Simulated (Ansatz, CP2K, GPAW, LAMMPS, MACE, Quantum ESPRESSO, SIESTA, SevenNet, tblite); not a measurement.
# Running amorphous Hg33S25Se8 (66 atoms) with CP2K, part 2 of 2

How do the settings of CP2K change the result for amorphous Hg33S25Se8 (66 atoms)? A plane-wave run serves as the yardstick.

Program: CP2K 2026.2; the method stands at each step. Banners, paths, timers and routine set-up lines are dropped from the logs unmarked, and long logs keep their key lines alone; longer cuts are marked.

So far. Step 3 (PBE, DZVP-MOLOPT-SR, 600/30 Ry, diagonalisation): Against the first run (7.8 %), the force difference from the reference is 8.0 %, at 0.80 times the CPU time: the change moves forces by 3.3 meV/Å r.m.s., so most of the difference comes from elsewhere.

## (4) PBE, DZVP-MOLOPT-SR, 300/50 Ry, diagonalisation

Method: Kohn-Sham DFT, PBE, GTH-PBE pseudopotentials, Gaussian and plane waves, DZVP-MOLOPT-SR-GTH, diagonalisation.

Contents of input.inp:

```
&GLOBAL
  PROJECT cell
  RUN_TYPE ENERGY_FORCE
  PRINT_LEVEL LOW
&END GLOBAL
&FORCE_EVAL
  METHOD QS
  STRESS_TENSOR ANALYTICAL
  &DFT
    BASIS_SET_FILE_NAME BASIS_MOLOPT
    POTENTIAL_FILE_NAME GTH_POTENTIALS
    &MGRID
      CUTOFF 300
      REL_CUTOFF 50
    &END MGRID
    &QS
      EPS_DEFAULT 1.0E-12
    &END QS
    &SCF
      SCF_GUESS ATOMIC
      EPS_SCF 1.0E-06
      MAX_SCF 200
      ADDED_MOS 14
      &DIAGONALIZATION
        ALGORITHM STANDARD
      &END DIAGONALIZATION
      &SMEAR ON
        METHOD FERMI_DIRAC
        ELECTRONIC_TEMPERATURE [K] 580
      &END SMEAR
      &MIXING
        METHOD BROYDEN_MIXING
        ALPHA 0.3
        NBROYDEN 8
      &END MIXING
      &PRINT
        &RESTART OFF
        &END RESTART
      &END PRINT
    &END SCF
    &XC
      &XC_FUNCTIONAL PBE
      &END XC_FUNCTIONAL
    &END XC
    &PRINT
      &MULLIKEN ON
      &END MULLIKEN
      &HIRSHFELD ON
        SHAPE_FUNCTION DENSITY
      &END HIRSHFELD
      &MO ON
        EIGENVALUES T
        OCCUPATION_NUMBERS T
        MO_INDEX_RANGE 286 309
        &EACH
          QS_SCF 0
        &END EACH
        ADD_LAST NUMERIC
      &END MO
    &END PRINT
  &END DFT
  &SUBSYS
    &CELL
      A 12.03400 0.00000 0.00000
      B 0.00000 12.03400 0.00000
      C 0.00000 0.00000 12.03400
    &END CELL
    &TOPOLOGY
      COORD_FILE_NAME structure.xyz
      COORD_FILE_FORMAT XYZ
    &END TOPOLOGY
    &KIND Hg
      BASIS_SET DZVP-MOLOPT-SR-GTH-q12
      POTENTIAL GTH-PBE-q12
    &END KIND
    &KIND S
      BASIS_SET DZVP-MOLOPT-SR-GTH-q6
      POTENTIAL GTH-PBE-q6
    &END KIND
    &KIND Se
      BASIS_SET DZVP-MOLOPT-SR-GTH-q6
      POTENTIAL GTH-PBE-q6
    &END KIND
  &END SUBSYS
  &PRINT
    &FORCES ON
    &END FORCES
    &STRESS_TENSOR ON
    &END STRESS_TENSOR
  &END PRINT
&END FORCE_EVAL
```

Contents of structure.xyz:

```xyz
66

[... 66 atom lines left out: the same atoms as in the first run ...]
```

Started as:

```sh
$ OMP_NUM_THREADS=2 cp2k.psmp -i input.inp > output.txt
```

Numbers of over 12 decimals in the logs are rounded to 6 here.

The log of the run:

```text
CP2K| version string:                                       CP2K version 2026.2
 CP2K| Input file name                                                 input.inp
 GLOBAL| Basis set file name                                        BASIS_MOLOPT
 GLOBAL| Potential file name                                      GTH_POTENTIALS
 GLOBAL| Run type                                                   ENERGY_FORCE
 GLOBAL| Total number of message passing processes                             1
 GLOBAL| Number of threads for this process                                    2
 TOTAL NUMBERS AND MAXIMUM NUMBERS
  Total number of            - Atomic kinds:                                   3
                             - Atoms:                                         66
[... lines left out ...]
                        Smear method:                                FERMI_DIRAC
[... lines left out ...]
 Number of electrons:                                                        594
[... lines left out ...]
  Step     Update method      Time    Convergence         Total energy    Change
[... lines left out ...]
  *** SCF run converged in    24 steps ***
[... lines left out ...]
  Fermi energy:                                                 0.162487
  Total energy:                                             -1687.326108
  Total energy (extrapolated to T->0):                      -1687.322379
[... lines left out ...]
 MO| E(Fermi):            0.162487 a.u.          4.421487 eV
[... lines left out ...]
 !-----------------------------------------------------------------------------!
 !-----------------------------------------------------------------------------!
                           Hirshfeld Charges
  #Atom  Element  Kind  Ref Charge     Population                    Net charge
      1       Hg     1      12.000         11.773                         0.227
      2       Hg     1      12.000         11.822                         0.178
      3       Hg     1      12.000         11.784                         0.216
[...]
65       Se     3       6.000          6.200                        -0.200
     66       Se     3       6.000          6.105                        -0.105
  Total Charge                                                            0.000
 !-----------------------------------------------------------------------------!
 ENERGY| Total FORCE_EVAL ( QS ) energy [hartree]          -1687.326107
 FORCES| Atomic forces [hartree/bohr]
 FORCES|   Atom     x               y               z               |f|
 FORCES|      1 -3.62683406E-03  4.23214697E-04  6.11963713E-04   3.70236892E-03
 FORCES|      2 -1.36423185E-03  6.42425733E-03 -5.01358786E-03   8.26246174E-03
 FORCES|      3 -9.26197992E-03  4.78763745E-03 -8.16993985E-03   1.32458922E-02
[...]
FORCES|     65  1.12897887E-02  7.07898306E-03  3.83410492E-03   1.38662067E-02
 FORCES|     66 -4.12395877E-03 -2.44648202E-04 -5.80956279E-03   7.12866807E-03
 FORCES| Sum     1.12902533E-04 -1.09045908E-04 -4.71755894E-05
 FORCES| Total atomic force                                       1.63900971E-04
 STRESS| Analytical stress tensor [bar]
 STRESS|                        x                   y                   z
 STRESS|      x        3.02367294102E+03   9.44061956533E+01   2.51458501872E+03
 STRESS|      y        9.44061956533E+01   6.15296092639E+03   2.39661355920E+03
 STRESS|      z        2.51458501872E+03   2.39661355920E+03   4.52756654384E+03
 STRESS| 1/3 Trace                                             4.56806680375E+03
```

Elapsed: 2.6 min, on 2 threads of Arm Neoverse V2, shared host; peak memory 1.7 GiB; 4.8 min of CPU time.

Against the reference:

| Item | Value |
| --- | --- |
| r.m.s. force component | 0.4002 eV/Å |
| r.m.s. difference of force components | 31.09 meV/Å |
| longest difference of force vectors | 135.2 meV/Å |
| force difference over r.m.s. force | 7.83 % |
| slope of forces against the reference's | 1.005 |
| correlation of force components | 0.997 |
| pressure | 0.4568 GPa |
| pressure difference | 0.4525 GPa |
| energy less the same-level run's | 0.0123 meV/atom |
| r.m.s. force difference from the same-level run | 0.868 meV/Å |

This is a coarse setting, run to see what it loses.

Against the first run (7.8 %), the force difference from the reference is 7.8 %, at 0.70 times the CPU time (on 2 against 4 cores): the change moves forces by 0.87 meV/Å r.m.s., so most of the difference comes from elsewhere.

## (5) PBE, DZVP-MOLOPT-SR, 210/50 Ry, diagonalisation

Method: Kohn-Sham DFT, PBE, GTH-PBE pseudopotentials, Gaussian and plane waves, DZVP-MOLOPT-SR-GTH, diagonalisation.

Edit input.inp of step 4 so:

```diff
@@ -12,3 +12,3 @@
     &MGRID
-      CUTOFF 300
+      CUTOFF 210
       REL_CUTOFF 50
@@ -67,6 +67,29 @@
     &END CELL
-    &TOPOLOGY
-      COORD_FILE_NAME structure.xyz
-      COORD_FILE_FORMAT XYZ
-    &END TOPOLOGY
+    &COORD
+      Hg 3.71321 4.87353 4.20239
+      Hg 4.37580 5.17269 0.91073
+      Hg 7.04867 10.79618 2.63196
+      Hg 1.94722 10.26524 4.92696
+      Hg 6.93688 7.33496 7.22726
+      Hg 9.51456 1.15611 6.63783
+      Hg 8.77435 9.93166 5.61458
+      Hg 9.45656 5.20723 8.46399
+      Hg 1.33818 7.31727 10.55261
+      Hg 2.82270 10.53890 1.59932
+      Hg 10.79089 9.52010 8.55052
+      Hg 6.03637 0.08171 5.72830
+      Hg 7.55675 4.41491 11.24325
+      Hg 0.39712 4.29144 4.71083
+      Hg 6.38849 3.86496 6.23831
+      Hg 1.36887 3.30129 0.05319
+      Hg 10.08738 0.10181 11.65409
+      Hg 10.50845 6.98273 4.63177
+      Hg 1.33938 0.38509 10.82434
+      Hg 0.58509 3.45484 8.08841
+[... 42 atom lines left out ...]
+      Se 0.88486 7.97349 3.67398
+      Se 3.81538 3.65797 10.65611
+      Se 6.51990 4.99279 8.71021
+      Se 0.06306 10.38089 0.40615
+    &END COORD
     &KIND Hg
```

The log of the run:

```text
CP2K| version string:                                       CP2K version 2026.2
 CP2K| Input file name                                                 input.inp
 GLOBAL| Basis set file name                                        BASIS_MOLOPT
 GLOBAL| Potential file name                                      GTH_POTENTIALS
 GLOBAL| Run type                                                   ENERGY_FORCE
 GLOBAL| Total number of message passing processes                             1
 GLOBAL| Number of threads for this process                                    2
 TOTAL NUMBERS AND MAXIMUM NUMBERS
  Total number of            - Atomic kinds:                                   3
                             - Atoms:                                         66
[... lines left out ...]
                        Smear method:                                FERMI_DIRAC
[... lines left out ...]
 Number of electrons:                                                        594
[... lines left out ...]
  Step     Update method      Time    Convergence         Total energy    Change
[... lines left out ...]
  *** SCF run converged in    24 steps ***
[... lines left out ...]
  Fermi energy:                                                 0.162487
  Total energy:                                             -1687.326017
  Total energy (extrapolated to T->0):                      -1687.322288
[... lines left out ...]
 MO| E(Fermi):            0.162487 a.u.          4.421486 eV
[... lines left out ...]
 !-----------------------------------------------------------------------------!
 !-----------------------------------------------------------------------------!
                           Hirshfeld Charges
  #Atom  Element  Kind  Ref Charge     Population                    Net charge
      1       Hg     1      12.000         11.773                         0.227
      2       Hg     1      12.000         11.822                         0.178
      3       Hg     1      12.000         11.784                         0.216
[...]
65       Se     3       6.000          6.200                        -0.200
     66       Se     3       6.000          6.105                        -0.105
  Total Charge                                                            0.000
 !-----------------------------------------------------------------------------!
 ENERGY| Total FORCE_EVAL ( QS ) energy [hartree]          -1687.326016
 FORCES| Atomic forces [hartree/bohr]
 FORCES|   Atom     x               y               z               |f|
 FORCES|      1 -3.85972345E-03  7.24511942E-04  9.10961346E-04   4.03140586E-03
 FORCES|      2 -1.64831241E-03  6.32491850E-03 -5.26969179E-03   8.39590254E-03
 FORCES|      3 -9.57670738E-03  4.94072232E-03 -7.99935580E-03   1.34206466E-02
[...]
FORCES|     65  1.12882725E-02  7.08678512E-03  3.83035514E-03   1.38679212E-02
 FORCES|     66 -4.12278535E-03 -2.53023460E-04 -5.80130199E-03   7.12155072E-03
 FORCES| Sum    -1.52710778E-03  1.86624177E-03 -1.08601522E-04
 FORCES| Total atomic force                                       2.41385807E-03
 STRESS| Analytical stress tensor [bar]
 STRESS|                        x                   y                   z
 STRESS|      x        3.02139368208E+03   9.42130743260E+01   2.51461243261E+03
 STRESS|      y        9.42130743260E+01   6.14660963743E+03   2.39690127935E+03
 STRESS|      z        2.51461243261E+03   2.39690127935E+03   4.52367961099E+03
 STRESS| 1/3 Trace                                             4.56389431017E+03
```

The job ended after 2.5 min (2 threads; peak memory 1.3 GiB).

Numbers from this run, and their distance from the reference:

- r.m.s. force component: 0.4001 eV/Å
- r.m.s. difference of force components: 30.81 meV/Å
- longest difference of force vectors: 122.8 meV/Å
- force difference over r.m.s. force: 7.759 %
- slope of forces against the reference's: 1.004
- correlation of force components: 0.997
- pressure: 0.4564 GPa
- pressure difference: 0.4521 GPa
- energy less the same-level run's: 0.0499 meV/atom
- r.m.s. force difference from the same-level run: 7.356 meV/Å

This is a coarse setting, run to see what it loses.

Against the first run (7.8 %), the force difference from the reference is 7.8 %, at 0.69 times the CPU time (on 2 against 4 cores): the change moves forces by 7.4 meV/Å r.m.s., so most of the difference comes from elsewhere.

## (6) The ladder

Differences are against the plane-wave reference, forces as r.m.s. over components; share is that over the reference's r.m.s. force, slope the least-squares factor from reference forces to these. Total energies of different programs have different zeros and aren't compared.

```
                                                          run  Δ force, r.m.s. (meV/Å)  share (%)  slope  Δ pressure (GPa)  cores  CPU time  memory (GiB)
                                                    reference                        -          -      -                 -      4     2 min           2.7
         CP2K PBE, DZVP-MOLOPT-SR, 600/50 Ry, diagonalisation                     31.1       7.83  1.005             0.453      4   6.8 min           6.1
CP2K PBE, DZVP-MOLOPT-SR, 600/30 Ry, diagonalisation (coarse)                     31.6       7.95  1.005              0.47      4   5.5 min           6.1
CP2K PBE, DZVP-MOLOPT-SR, 300/50 Ry, diagonalisation (coarse)                     31.1       7.83  1.005             0.453      2   4.8 min           1.7
CP2K PBE, DZVP-MOLOPT-SR, 210/50 Ry, diagonalisation (coarse)                     30.8       7.76  1.004             0.452      2   4.7 min           1.3
```

Rows marked coarse were listed beforehand as settings not expected to be converged; some can still land near the reference.

CPU time is summed over cores on a shared host, where runs went side by side, so it is rough. Symmetry, cutoffs, thresholds, outputs and thread counts weren't matched or tuned between programs; memory under MPI is the largest rank's times the ranks.

Within one program, basis, potentials and functional, energies share a zero. Each run against its twin at the usual cutoff or grid and solver:

```
                                                 run                                        twin  Δ energy (meV/atom)  Δ force, r.m.s. (meV/Å)         CPU time over the twin's
CP2K PBE, DZVP-MOLOPT-SR, 600/30 Ry, diagonalisation  DZVP-MOLOPT-SR, 600/50 Ry, diagonalisation              -0.0437                     3.30                             0.80
CP2K PBE, DZVP-MOLOPT-SR, 300/50 Ry, diagonalisation  DZVP-MOLOPT-SR, 600/50 Ry, diagonalisation               0.0123                    0.868  0.70 (this twin ran on 4 cores)
CP2K PBE, DZVP-MOLOPT-SR, 210/50 Ry, diagonalisation  DZVP-MOLOPT-SR, 600/50 Ry, diagonalisation               0.0499                     7.36  0.69 (this twin ran on 4 cores)
```

Further runs of this program without a result: CP2K GFN1-xTB, diagonalisation (not converged).

## (7) Summary of results

```json
{
  "nearest in forces": "a tie at 7.8 % of 3 runs: CP2K PBE, DZVP-MOLOPT-SR, 600/50 Ry, diagonalisation; CP2K PBE, DZVP-MOLOPT-SR, 300/50 Ry, diagonalisation (coarse); CP2K PBE, DZVP-MOLOPT-SR, 210/50 Ry, diagonalisation (coarse)"
}
```

In words: The PBE run in local orbitals, coarse settings apart, differs by 7.8 % (CP2K PBE, DZVP-MOLOPT-SR, 600/50 Ry, diagonalisation); basis, grid and potentials can all enter. Runs with settings chosen to be coarse differ by 7.8 % (CP2K PBE, DZVP-MOLOPT-SR, 210/50 Ry, diagonalisation) to 8.0 % (CP2K PBE, DZVP-MOLOPT-SR, 600/30 Ry, diagonalisation), their programs' other errors included. None of the electronic-structure runs in the table takes under half the reference's CPU time of 2 min; they take 2.4 to 3.5 times as much. The potentials hold different valence shells: 938 electrons in the reference, 594 in CP2K with DZVP-MOLOPT-SR; this bears on time and differences. The quench rate of 30 K/ps is many orders above laboratory rates, so the cell is likely richer in defects and strain than a real sample. The network of bonds at the start is that of the classical potential that made the cell, and needn't be the one that DFT or experiment would give. The electronic-structure runs sample only Γ, in a cell whose shortest periodic width is 12 Å, which is coarse for a cell with partly filled levels. Spin–orbit coupling is left out, which matters for the levels of the heavy elements.

[Also dropped from logs without a mark: logging warnings of Python, and SIESTA's first energy breakdown and zero terms.]

[Logs are printed without paths, hosts, clocks, repeated set-up lines and the standing remarks that a program may print on its own settings, such as how far it seeks lower states.]

[Hosts, paths, dates, database ids (printed as entryN), source tags and the programs' standing remarks are cut or masked in the printed files.]
